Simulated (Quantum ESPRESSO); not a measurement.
# Voltage at the next charge: Ti2NO2 MXene, 1 layer against an electrode

**Set-up.** Quantum ESPRESSO 7.5, PBEsol, GBRV ultrasoft; ESM with bc3, a metal electrode 7.15 Å above the top atoms; cell area 7.787 Å²; ions fixed. V is the potential energy of an electron at the electrode over the slab's Fermi level, divided by e, so that it equals the work function at zero charge; positive charge removes electrons.

```
charge (e a cell)  V (V)
                0  5.808
           0.0119  7.639
           0.0238  9.473
```

**Question.** What is V at a charge of 0.0477 e, and what capacitance do the rows imply?

**Fit.** The last two rows give dV/dq = (9.473 − 7.639)/(0.0238 − 0.0119) = 154.1 V/e, so C = 1602/(7.787 × 154.1) = 1.33 µF/cm², an effective gap of 8.854/1.33 = 6.63 Å. At constant C, V = 9.473 + 154.1 × 0.0239 = 13.16 V.

**The withheld run.** V = 13.171 V; the estimate misses by −0.01 V, 0.4 % of the step. Over the three intervals C goes 1.34, 1.33 and 1.33 µF/cm².

**Limits.** Vacuum fills the gap; a dielectric or electrolyte would change C. The slab is thin.

[Logs are printed without paths, hosts, clocks, repeated set-up lines and the standing remarks that a program may print on its own settings, such as how far it seeks lower states.]
